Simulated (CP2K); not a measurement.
The O K edge of benzoic acid was computed by TDDFT (CP2K XAS_TDP, aug-cc-pVDZ, TDA) at these levels: PBE, PBEh(45%) and PBEh(45%) + GW2X. The first three lines of O1 (bonded to C and H) with a strength over 0.0015, energy in eV and strength:

| run | first | second | third |
| --- | --- | --- | --- |
| 1 | 530.19 (0.012) | 531.42 (0.020) | 533.21 (0.008) |
| 2 | 509.71 (0.004) | 511.94 (0.003) | 512.23 (0.004) |
| 3 | 535.40 (0.012) | 536.62 (0.020) | 538.41 (0.008) |

**Question.** Which run is which?

Run 1: PBEh(45%) (45 % exact exchange). Run 2: PBE (0 % exact exchange). Run 3: PBEh(45%) + GW2X (45 % exact exchange). Self-interaction lifts the core level, so the uncorrected lines rise with the share of exact exchange. The GW2X run keeps the spacings of its parent: 1.22 eV between the first two lines in run 3, 1.23 eV in run 1. Its shift is +5.21 eV, since the Kohn–Sham level at this share of exchange lies that far above the quasiparticle level.

[Hosts, paths, dates, database ids (printed as entryN), source tags and the programs' standing remarks are cut or masked in the printed files.]
